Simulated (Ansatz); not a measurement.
# AgB (built on the sites of a database entry of InAg): a soft mode frozen in

Wanted: the energy along a soft mode of AgB (built on the sites of a database entry of InAg) and the structure at the end.

Calculated with Ansatz 0.2.0; DFT PBEsol, scalar-relativistic, plane waves, PAW.

The structure was built from a prototype and need not be the compound's stable phase.

## (1) Set-up

The structure is cubic, space group Pm-3m (No. 221). The conventional cell has a = 2.861 Å, b = 2.861 Å, c = 2.861 Å, α = 90.00°, β = 90.00°, γ = 90.00°. B has 8 Ag at 2.48 Å nearest. Nearest to Ag lie 8 B at 2.48 Å. Farther neighbours are not listed.

## (2) Response at finite wavevector

The cell comes from relaxations at this level that are not shown. Stability and thermal properties need the whole zone. Linear response on a 4×4×4 q mesh gives force constants as far as a supercell of that size would.

Input file input.yaml:

```yaml
crystal:
  lattice:
    - [2.8609203463, 0.0, 0.0]
    - [0.0, 2.8609203463, 0.0]
    - [0.0, 0.0, 2.8609203463]
  atoms:
    - { symbol: B, position: [0.5, 0.5, 0.5] }
    - { symbol: Ag, position: [0.0, 0.0, 0.0] }
kpoints:
  mp_grid: { grid: [16, 16, 16] }
hamiltonian:
  xc: pbesol
scf:
  occupations: { method: methfessel_paxton, width: 0.2 }
output:
  eigenvalues: true
phonons:
  method: dfpt
  qmesh: [4, 4, 4]
  temperatures: { t_max: 1000, t_step: 50 }
  qpath:
    path:
      - [[0.0, 0.0, 0.0], [0.0, 0.5, 0.0], [0.5, 0.5, 0.0], [0.0, 0.0, 0.0], [0.5, 0.5, 0.5], [0.0, 0.5, 0.0]]
      - [[0.5, 0.5, 0.5], [0.5, 0.5, 0.0]]
    npoints: 10
```

The run is started by

```sh
$ ansatz run input.yaml --threads 4 --pin off --max-ram 7168MiB --backend cpu --events-out ev --progress --plain --runs-dir out
```

Numbers of over 12 decimals in the logs are rounded to 6 here.

Output:

```text
Engine: ansatz 0.2.0, aarch64-unknown-linux-gnu
Pseudopotentials: kind: paw
Pseudopotential: B, paw, valence charge 3, recommended cutoff 420 eV (normal), B.paw.azcp
Pseudopotential: Ag, paw, valence charge 19, recommended cutoff 420 eV (normal), Ag.paw.azcp
Functional definition: PBEsol
  exchange = pbesol_x
  correlation = pbesol_c
Crystal: 2 atoms, lattice volume = 23.416 Å³
Basis set: ecut = 420 eV, 461 PW (Γ), exchange–correlation on 40×40×40 points (8 copies of the dense FFT grid, shifted against one another)
Bands: 15, of which v1, the nominal top of the filled ones, is band 11 counted from 1 (10 counted from 0)
Symmetry: 48 space group operations
k-points: 165 of 4096
Non-local potential: B, projectors of the file, l = 0: 2, l = 1: 2, l = 2: 1
Non-local potential: Ag, projectors of the file, l = 0: 3, l = 1: 2, l = 2: 2, l = 3: 1
PAW form: soft (Blöchl's): semilocal exchange-correlation on the pseudo side does not see the compensation charge
PAW frozen core: B, regenerated for the run's functional, and the local potential with it (the file was generated under x = pbe(κ = 0.804, μ = 0.219515), c = pbe(β = 0.066725))
PAW frozen core: Ag, regenerated for the run's functional, and the local potential with it (the file was generated under x = pbe(κ = 0.804, μ = 0.219515), c = pbe(β = 0.066725))
PAW one-centre angular grid: B, 110 points (default); XC on 64 Gauss nodes
PAW one-centre angular grid: Ag, 590 points (default); XC on 64 Gauss nodes
Initial density: superposition of atomic densities (neutral atoms: chi_scale 0, normalization atom), corrected by the library's trained network
Initial wavefunctions: pseudopotential atomic-orbital guess
Functional: x = pbesol(κ = 0.804, μ = 0.123457), c = pbesol(β = 0.046)
SCF iter   1: F=—  HF=-7672.294780 eV  |F-HF|=—  |Δ(HF+E_count)|=         —  Δρ=1.05e-2  dr2=2.07e-2  ethr=1.77e-3  ⟨swp⟩=4.2  Hψ=10748  notcnv=0
preconditioner: auto → none  [metal: Δε(μ)=0.005 eV  Ē_g=11.433 eV  σ=0.200 eV  W_gap=0.02  n_scr=6 (ndim 8)  ℏωp=28.7 eV  f_vac=0.000  D(μ)=0.69/eV (n_scr^D=6)  sad-step TF]
SCF iter   2: F=—  HF=-7672.289754 eV  |F-HF|=—  |Δ(HF+E_count)|=   5.03e-3  S|Δr|=    0.00e0  Δρ=4.76e-3  dr2=4.52e-3  ethr=9.40e-5  ⟨swp⟩=1.0  Hψ=3814  notcnv=0
SCF iter   3: F=—  HF=-7672.288193 eV  |F-HF|=—  |Δ(HF+E_count)|=   1.56e-3  S|Δr|=    0.00e0  Δρ=5.54e-4  dr2=5.43e-5  ethr=2.06e-5  ⟨swp⟩=2.1  Hψ=3557  notcnv=0
SCF iter   4: F=—  HF=-7672.288175 eV  |F-HF|=—  |Δ(HF+E_count)|=   1.72e-5  S|Δr|=    0.00e0  Δρ=5.31e-5  dr2=3.60e-7  ethr=2.47e-7  ⟨swp⟩=2.1  Hψ=3708  notcnv=0
SCF iter   5: F=—  HF=-7672.288166 eV  |F-HF|=—  |Δ(HF+E_count)|=   9.29e-6  S|Δr|=    0.00e0  Δρ=6.54e-6  dr2=7.38e-9  ethr=1.64e-9  ⟨swp⟩=2.8  Hψ=4504  notcnv=0
SCF iter   6: F=—  HF=-7672.288166 eV  |F-HF|=—  |Δ(HF+E_count)|=   1.61e-9  S|Δr|=    0.00e0  Δρ=4.17e-7  dr2=3.06e-11  ethr=3.35e-11  ⟨swp⟩=2.6  Hψ=4240  notcnv=0
SCF iter   7: F=-7672.288166 eV  HF=-7672.288166 eV  |F-HF|=0.00e0  |Δ(HF+E_count)|=  9.09e-12  S|Δr|=    0.00e0  Δρ=2.34e-8  dr2=7.31e-14  ethr=1.00e-12  ⟨swp⟩=5.0  Hψ=9102  notcnv=0
the search or the solves at the SCF's close seem to have found levels that the self-consistency loop had missed (the run counts 1). By its estimate they hold under 1e-12 electrons; where the run keeps them, the occupations were computed again with them
SCF 1 converged in 7 iterations: F = -7672.288166 eV  dr2 = 7.31e-14
  greatest PAW one-centre occupation: 1.001 electrons in one spin orbital (limit 2), on the Ag atom at site 1 (counted from 0), in its partial waves of l = 0
Initial density: read from a saved state, or passed on in memory by an earlier SCF of this step, an earlier step, the calling program or the single point that the run made first
iter 1 solved again at ethr=4.83e-10 eV; its pass at ethr=3.10e-3 eV (dr2=1.06e-7 eV) is discarded
SCF iter   1: F=—  HF=-7672.288166 eV  |F-HF|=—  |Δ(HF+E_count)|=         —  Δρ=1.12e-7  dr2=3.69e-12  ethr=4.83e-10  ⟨swp⟩=4.1  Hψ=19259  notcnv=0
preconditioner: auto → none  [metal: Δε(μ)=0.050 eV  Ē_g=11.459 eV  σ=0.200 eV  W_gap=0.21  n_scr=6 (ndim 8)  ℏωp=28.7 eV  f_vac=0.000  D(μ)=0.69/eV (n_scr^D=6)]
SCF iter   2: F=-7672.288166 eV  HF=-7672.288166 eV  |F-HF|=1.82e-12  |Δ(HF+E_count)|=  4.29e-10  S|Δr|=    0.00e0  Δρ=1.13e-7  dr2=2.99e-12  ethr=1.00e-12  ⟨swp⟩=4.6  Hψ=8740  notcnv=0
SCF 2 converged in 2 iterations: F = -7672.288166 eV  dr2 = 2.99e-12
phonons: the bands overlap, so this run is a metal and interpolates without the dipole-dipole term. If the crystal is really an insulator or semiconductor, its LO-TO splitting is missing
NSCF: frozen V_eff on 165 k-points
NSCF: frozen V_eff on 405 k-points
DFPT response loops at q = (0, 0, 0) (fractional): preconditioner auto → Kerker (q_TF=auto, 2.700 Å⁻¹) (partly filled bands, converged f_vac=0.000); β = 1.00, the filter's whole step (`scf.mixing.beta` (0.50) is not read by the response loops under this deck's `scf.mixing.preconditioner`; to damp them name `kerker` or `kerker_dos`, under which they read `scf.mixing.beta`, and type it under 1.00, their step now; both keys bind the ground state too); Broyden in place of MSR1
NSCF: frozen V_eff on 2592 k-points
DFPT response loops at q = (0, 0, 0.25) (fractional): mixed as the last ones told, above
NSCF: frozen V_eff on 1458 k-points
DFPT response loops at q = (0, 0, -0.5) (fractional): mixed as the last ones told, above
NSCF: frozen V_eff on 4608 k-points
DFPT response loops at q = (0, 0.25, 0.25) (fractional): mixed as the last ones told, above
NSCF: frozen V_eff on 2592 k-points
DFPT response loops at q = (0, 0.25, -0.5) (fractional): mixed as the last ones told, above
NSCF: frozen V_eff on 1458 k-points
DFPT response loops at q = (0, -0.5, -0.5) (fractional): mixed as the last ones told, above
NSCF: frozen V_eff on 4352 k-points
DFPT response loops at q = (0.25, 0.25, 0.25) (fractional): mixed as the last ones told, above
NSCF: frozen V_eff on 4608 k-points
DFPT response loops at q = (0.25, 0.25, -0.5) (fractional): mixed as the last ones told, above
NSCF: frozen V_eff on 2592 k-points
DFPT response loops at q = (0.25, -0.5, -0.5) (fractional): mixed as the last ones told, above
NSCF: frozen V_eff on 810 k-points
DFPT response loops at q = (-0.5, -0.5, -0.5) (fractional): mixed as the last ones told, above
SCF converged after 7 iterations
Stability not checked: this state was not tested for a lower state beside it, because cold or Methfessel-Paxton smearing, or corrected tetrahedra, fill the levels in a way that the test cannot read (fill_not_monotonic; see scf.lower_state_search)
Free energy (F): -7672.288166 eV
Harris-Foulkes:  -7672.288166 eV  (|F-HF|=0.00e0)
Internal energy: -7672.288959 eV  (E = F + TS)
E sigma→0 (E₀):  -7672.288364 eV
Entropy (-TS):   0.000793 eV (0.396 meV/atom)
Fermi energy:    16.745522 eV
--- Per-component energies (eV) ---
  E_band       = -238.220743
  E_kinetic    = 567.595228
  E_local      = -2461.367386  (includes V_loc(G=0)·N_el)
  E_nonlocal   = 94.106166
  E_hartree    = 1121.370692
  E_xc         = -214.504252
  E_vxc        = -271.056520  (∫ρ·V_xc dr)
  E_paw        = -3907.818750  (= ΣΔE_a)
  E_vpaw       = -410.239914  (= ΣTr[D̂ρ^β])
  E_aug_tail   = 0.000283  (compensation charges beyond the density's cutoff)
  E_ewald      = -2872.008389
  E_core_change = 0.337450  (= ΣΔE_core)
  E_smearing   = 0.000793  (= −TS)
  E_closure    = -0.000000  (closes the sum)
  Σ components = -7672.288166   (vs F -7672.288166, Δ=0.00e0)
--- Band table (eV; the first three rows and the last of 165) ---
  k-point 0: bands = [... 7 lower, 11.9683, 11.9683, 11.9683, 18.5087, 18.5087, 18.5087, 25.4615, 29.0173]
  k-point 1: bands = [... 7 lower, 11.9093, 11.9093, 11.9722, 18.2189, 18.6179, 18.6179, 25.5923, 28.9546]
  k-point 2: bands = [... 7 lower, 11.7487, 11.7487, 11.9833, 17.4833, 18.9272, 18.9272, 25.8655, 28.7753]
  k-point 164: bands = [... 7 lower, 12.8393, 12.8393, 14.0991, 19.3069, 19.3069, 19.3069, 20.9071, 20.9071]
--- Phonons (Γ-DFPT): 2 representative perturbations + reference (Σ response iterations 7) ---
  ASR residual: 9.231e-6 → 0.000e0 eV/Å²; symmetrization residual: 8.713e-7 eV/Å²
  ASR residual per site (eV/Å²): 2.43e-7 9.23e-6
  Γ frequencies (cm⁻¹): 0.00 0.00 0.00 187.54 187.54 187.54
--- Phonons (arbitrary-q DFPT): 10 irreducible q on the 4×4×4 mesh ---
  q = [0.0000, 0.0000, 0.0000] (star 1, of the zone-centre solve; hermiticity 1.37e-6, symmetrization 5.04e-12): -0.00 0.00 0.00 187.54 187.54 187.54
  q = [0.0000, 0.0000, 0.2500] (star 6, 4 solved perturbations in 4032 linear systems a pass and spin channel, the states on 1296 of 4096 k-point pairs; hermiticity 2.88e-7, symmetrization 2.19e-12): -12.38 -12.38 119.30 190.29 190.29 217.53
  q = [0.0000, 0.0000, -0.5000] (star 3, 4 solved perturbations in 2268 linear systems a pass and spin channel, the states on 729 of 4096 k-point pairs; hermiticity 4.94e-9, symmetrization 1.28e-9): 40.08 40.08 168.10 187.79 187.79 274.45
  q = [0.0000, 0.2500, 0.2500] (star 12, 4 solved perturbations in 7056 linear systems a pass and spin channel, the states on 2304 of 4096 k-point pairs; hermiticity 2.47e-7, symmetrization 1.57e-13): 42.42 52.28 118.72 206.61 215.66 238.39
  q = [0.0000, 0.2500, -0.5000] (star 12, 6 solved perturbations on 1296 of 4096 k-point pairs; hermiticity 9.76e-8, symmetrization 6.26e-10): 64.52 91.59 113.14 228.33 238.45 239.42
  q = [0.0000, -0.5000, -0.5000] (star 3, 4 solved perturbations in 2268 linear systems a pass and spin channel, the states on 729 of 4096 k-point pairs; hermiticity 1.57e-7, symmetrization 1.25e-11): -54.01 -54.01 67.51 235.90 235.90 250.28
  q = [0.2500, 0.2500, 0.2500] (star 8, 2 solved perturbations on 2176 of 4096 k-point pairs; hermiticity 9.16e-8, symmetrization 7.69e-13): -21.33 -21.33 116.21 195.32 195.32 304.66
  q = [0.2500, 0.2500, -0.5000] (star 12, 4 solved perturbations in 7056 linear systems a pass and spin channel, the states on 2304 of 4096 k-point pairs; hermiticity 6.29e-8, symmetrization 1.98e-9): -49.13 110.50 113.50 156.45 189.89 266.46
  q = [0.2500, -0.5000, -0.5000] (star 6, 4 solved perturbations in 4032 linear systems a pass and spin channel, the states on 1296 of 4096 k-point pairs; hermiticity 1.70e-7, symmetrization 4.39e-9): -112.74 -112.74 117.32 181.85 192.28 192.28
  q = [-0.5000, -0.5000, -0.5000] (star 1, 2 solved perturbations on 405 of 4096 k-point pairs; hermiticity 1.06e-9, symmetrization 5.28e-10): -141.74 -141.74 -141.74 148.66 148.66 148.66
  sum rule: each row above includes the acoustic sum rule's correction from the zone centre's row sums; it moved no ω² by more than (0.15 cm⁻¹)²
  mesh force constants: q→R imaginary residual 2.50e-18; ASR residual 9.231e-6 → 0.000e0 eV/Å²; symmetrization residual 6.217e-15 eV/Å²
  interpolated dispersion: 62 rows × 6 modes
  density of states and harmonic sums: on the 24×24×24 q-mesh, interpolated from the force constants of a 4×4×4 supercell (no non-analytic term)
  largest difference from the sums on the solved wave vectors: F 1.32e-1 eV, S 1.70e-4 and C_V 4.02e-5 eV/K
  zero-point energy: 0.051837 eV/cell   skipped modes (ω ≤ 0): 308, of them read as no rigid motion or as one in doubt: 305 (5.639e-1 modes/cell left out, lowest -141.74 cm⁻¹)   left out of the sums: 9.40e-2 of the cell's modes: C_V's classical limit lies that fraction below 3 k_B per atom; for a crystal, a wire or a layer, F and S can be off by more, and a phonons.interpolated_qmesh denser along its periods is the remedy for the sampling
```

Wall time 8.6 min (4 threads of Arm Neoverse N1, shared host); peak memory 2 GiB.

This step gave:

| Quantity | Value |
| --- | --- |
| volume per atom | 11.71 Å³ |
| gap on the k-mesh | 0 eV |
| sum-rule residual before enforcement | 9.23e-6 eV/Å² |
| lowest frequency on the path | -141.7 cm⁻¹ |
| point group | m-3m |
| highest frequency on the path or at a solved wavevector | 304.7 cm⁻¹ |
| highest optical mode at the zone centre (no LO-TO term) | 187.5 cm⁻¹ |
| lowest optical zone-centre mode | 187.5 cm⁻¹ |
| lowest mode on the q mesh (acoustic modes at Γ apart) | -141.7 cm⁻¹ |

Frequencies (cm⁻¹) solved at each irreducible wavevector; negative means imaginary. Frequencies by wavevector, by row:

| q in reciprocal lattice units | star | mode 1 | mode 2 | mode 3 | mode 4 | mode 5 | mode 6 |
| --- | --- | --- | --- | --- | --- | --- | --- |
| 0 0 0 | 1 | 0 | 0 | 0 | 187.5 | 187.5 | 187.5 |
| 0 0 0.25 | 6 | -12.4 | -12.4 | 119.3 | 190.3 | 190.3 | 217.5 |
| 0 0 -0.5 | 3 | 40.1 | 40.1 | 168.1 | 187.8 | 187.8 | 274.4 |
| 0 0.25 0.25 | 12 | 42.4 | 52.3 | 118.7 | 206.6 | 215.7 | 238.4 |
| 0 0.25 -0.5 | 12 | 64.5 | 91.6 | 113.1 | 228.3 | 238.4 | 239.4 |
| 0 -0.5 -0.5 | 3 | -54 | -54 | 67.5 | 235.9 | 235.9 | 250.3 |
| 0.25 0.25 0.25 | 8 | -21.3 | -21.3 | 116.2 | 195.3 | 195.3 | 304.7 |
| 0.25 0.25 -0.5 | 12 | -49.1 | 110.5 | 113.5 | 156.4 | 189.9 | 266.5 |
| 0.25 -0.5 -0.5 | 6 | -112.7 | -112.7 | 117.3 | 181.8 | 192.3 | 192.3 |
| -0.5 -0.5 -0.5 | 1 | -141.7 | -141.7 | -141.7 | 148.7 | 148.7 | 148.7 |

Interpolated from a 4×4×4 q mesh. The phonon branches at the labelled points (cm⁻¹):

```
    point  branch 1  branch 2  branch 3  branch 4  branch 5  branch 6
        Γ         0         0         0       188       188       188
  halfway       -12       -12       119       190       190       218
        X        40        40       168       188       188       274
  halfway        64        92       113       228       238       239
        M       -54       -54        68       236       236       250
  halfway        42        52       119       207       216       238
        Γ         0         0         0       188       188       188
  halfway       -21       -21       116       195       195       305
        R      -142      -142      -142       149       149       149
  halfway       -49       110       114       156       190       266
        X        40        40       168       188       188       274
jump to R      -142      -142      -142       149       149       149
  halfway      -113      -113       117       182       192       192
        M       -54       -54        68       236       236       250
```

The phonon branches as a text plot (rows in cm⁻¹):

```
    295 |                              ****
    277 |      ***                                   *  **
    258 |         *    *             **             * **
    240 |    **    ***********             *       *  **      ***
    221 |   *     **       ****     *                         **
    202 |  *     **          ****      **         *  *  *
    184 |*********             ********  ** *      *******  **
    165 |      ***                         * *   ** *   ** *
    147 |     *   *                         ******     *  * *
    128 |   **     *       **                     ** **    **
    109 |                 *  **        ****        **        *
     91 |          **    *     *     **    *       * **       *
     72 |  *      * *******     *   *             *   **   *   **
     54 | *      *** *     ***                       *  *
     35 |*     ***    *   ****** * *                     *
     16 |    **       *        *** ****           *
     -2 |*              *       ***    *
    -21 | ***            *              *
    -39 |               *                ** *
    -58 |              *                            *           *
    -77 |                                  *     *            **
    -95 |                                        * *
   -114 |                                   **               *
   -132 |                                    ******       ***
         Γ      X      M          Γ            R        X|R     M
```

Symmetry leaves 10 wavevectors to solve. The lowest mode among them, the acoustic zeros apart, lies at q = (-0.5, -0.5, -0.5) and is imaginary, 141.7i cm⁻¹, so the energy falls along it.

## (3) The mode frozen in, largest atomic shift 0 Å

The mode followed lies at q = (-0.5, -0.5, -0.5) with frequency 141.7i cm⁻¹ and is 3-fold degenerate, the softest among the wavevectors solved. At small amplitude the distorted cell has space group no. 74 by a symmetry search on the positions. The undistorted cell that holds it gives the zero of energy on the same k mesh.

System of this step: AgB (built on the sites of a database entry of InAg). The structure is cubic, space group Pm-3m (No. 221). The conventional cell has a = 2.861 Å, b = 2.861 Å, c = 2.861 Å, α = 90.00°, β = 90.00°, γ = 90.00°. Nearest to B lie 8 Ag at 2.48 Å. Nearest to Ag lie 8 B at 2.48 Å. Farther neighbours are not listed.

Input file input.yaml:

```yaml
crystal:
  lattice:
    - [2.8609203463, 2.8609203463, 0.0]
    - [2.8609203463, 0.0, 2.8609203463]
    - [2.8609203463, 0.0, -2.8609203463]
  atoms:
    - { symbol: B, position: [0.5, 0.25, 0.75] }
    - { symbol: B, position: [0.5, 0.75, 0.25] }
    - { symbol: Ag, position: [0.0, 0.0, 1.0] }
    - { symbol: Ag, position: [0.0, 0.5, 0.5] }
kpoints:
  mp_grid: { grid: [14, 14, 14] }
hamiltonian:
  xc: pbesol
scf:
  occupations: { method: methfessel_paxton, width: 0.2 }
output:
  forces: true
  stress: true
  eigenvalues: true
```

Output:

```text
[...]
Crystal: 4 atoms, lattice volume = 46.832 Å³
Basis set: ecut = 420 eV, 941 PW (Γ), exchange–correlation on 60×60×60 points (8 copies of the dense FFT grid, shifted against one another)
Bands: 27, of which v1, the nominal top of the filled ones, is band 22 counted from 1 (21 counted from 0)
Symmetry: 96 space group operations
[...]
k-points: 104 of 2744
[...]
k-point 0: bands = [... 18 lower, 12.8384, 14.1012, 18.5105, 18.5105, 18.5105, 19.3081, 19.3081, 19.3081, ... 1 higher]
  k-point 1: bands = [... 18 lower, 12.7752, 14.2101, 18.4759, 18.4771, 18.4771, 18.4975, 19.0735, 19.0735, ... 1 higher]
  k-point 2: bands = [... 18 lower, 12.5946, 14.4928, 17.1346, 18.3831, 18.3831, 18.4593, 18.6710, 18.6710, ... 1 higher]
  k-point 103: bands = [... 18 lower, 11.7255, 11.8316, 13.7798, 13.8638, 18.2062, 19.2419, 21.1045, 21.3108, ... 1 higher]
[key lines of the parts left out:]
SCF converged after 6 iterations
Free energy (F): -15344.575240 eV
Fermi energy:    16.761979 eV
P = ⅓ Tr σ = 0.0812 GPa (0.812 kbar)
```

Run time: 2.7 s. Hardware: 4 threads; peak memory 0.39 GiB.

Numbers from this step:

```
pressure                         : 0.08116 GPa
energy from the undistorted cell : 0 meV/atom
```

The run ends at a pressure of 0.08 GPa.

## (4) The mode frozen in, largest atomic shift 0.22 Å

The atoms are moved along the unstable eigenvector, the largest shift by 0.22 Å, with the cell fixed.

input.yaml, the sections that differ from step 3:

```yaml
crystal:
  lattice:
    - [2.8609203463, 2.8609203463, 0.0]
    - [2.8609203463, 0.0, 2.8609203463]
    - [2.8609203463, 0.0, -2.8609203463]
  atoms:
    - { symbol: B, position: [0.4456246686, 0.3043753314, 0.8043753314] }
    - { symbol: B, position: [0.5543753314, 0.6956246686, 0.1956246686] }
    - { symbol: Ag, position: [0.0, 0.0, 1.0] }
    - { symbol: Ag, position: [0.0, 0.5, 0.5] }
# kpoints, hamiltonian, scf, output: as in step 3
```

Output:

```text
[...]
Crystal: 4 atoms, lattice volume = 46.832 Å³
Basis set: ecut = 420 eV, 941 PW (Γ), exchange–correlation on 60×60×60 points (8 copies of the dense FFT grid, shifted against one another)
Bands: 27, of which v1, the nominal top of the filled ones, is band 22 counted from 1 (21 counted from 0)
Symmetry: 8 space group operations
[...]
k-points: 428 of 2744
[...]
k-point 0: bands = [... 18 lower, 12.7905, 14.2259, 17.6557, 17.7799, 18.8908, 19.0186, 19.4402, 19.5166, ... 1 higher]
  k-point 1: bands = [... 18 lower, 12.7277, 14.3290, 17.3765, 17.7264, 18.6369, 19.0335, 19.1857, 19.4006, ... 1 higher]
  k-point 2: bands = [... 18 lower, 12.5486, 14.5886, 16.5409, 17.6586, 18.2098, 18.8503, 18.9808, 19.1661, ... 1 higher]
  k-point 427: bands = [... 18 lower, 11.6853, 11.8498, 13.7770, 13.8686, 18.2427, 19.1869, 21.4190, 21.6664, ... 1 higher]
[key lines of the parts left out:]
SCF converged after 6 iterations
Free energy (F): -15344.591987 eV
Fermi energy:    16.693702 eV
P = ⅓ Tr σ = 1.8030 GPa (18.030 kbar)
```

It took 10 s on 4 threads; peak memory 0.63 GiB.

Numbers from this step:

```
pressure                         : 1.803 GPa
energy from the undistorted cell : -4.321 meV/atom
```

The energy, extrapolated to zero smearing, is -4.32 meV/atom against the undistorted cell.

The run ends at a pressure of 1.80 GPa, with forces up to 0.015 eV/Å.

[end of part 1 of 3]

[Logs are printed without paths, hosts, clocks, repeated set-up lines and the standing remarks that a program may print on its own settings, such as how far it seeks lower states.]

[Hosts, paths, dates, database ids (printed as entryN), source tags and the programs' standing remarks are cut or masked in the printed files.]
